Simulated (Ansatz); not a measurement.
Reflectivity of Cs (Im-3m) at normal incidence (Ansatz, PBE, independent particles, with spin-orbit coupling, line width 0.1 eV (Gaussian), carrier damping 0.1 eV):

```json
{"E (eV)": "1.00", "R (%)": "60.9"}
{"E (eV)": "1.25", "R (%)": "60.6"}
{"E (eV)": "1.50", "R (%)": "62.8"}
{"E (eV)": "1.75", "R (%)": "62.4"}
{"E (eV)": "2.00", "R (%)": "59.7"}
{"E (eV)": "2.25", "R (%)": "54.0"}
{"E (eV)": "2.50", "R (%)": "45.4"}
{"E (eV)": "2.75", "R (%)": "35.4"}
{"E (eV)": "3.00", "R (%)": "15.6"}
{"E (eV)": "3.25", "R (%)": "5.1"}
{"E (eV)": "3.50", "R (%)": "2.7"}
{"E (eV)": "3.75", "R (%)": "2.1"}
{"E (eV)": "4.00", "R (%)": "2.2"}
{"E (eV)": "4.25", "R (%)": "5.0"}
{"E (eV)": "4.50", "R (%)": "2.1"}
{"E (eV)": "4.75", "R (%)": "0.3"}
{"E (eV)": "5.00", "R (%)": "0.7"}
```

Q: What colour would a polished face show in daylight?

A: Yellow: CIE x = 0.354, y = 0.377, luminous reflectivity 54 % under D65, from the mean over the axes.

[Logs are printed without paths, hosts, clocks, repeated set-up lines and the standing remarks that a program may print on its own settings, such as how far it seeks lower states.]
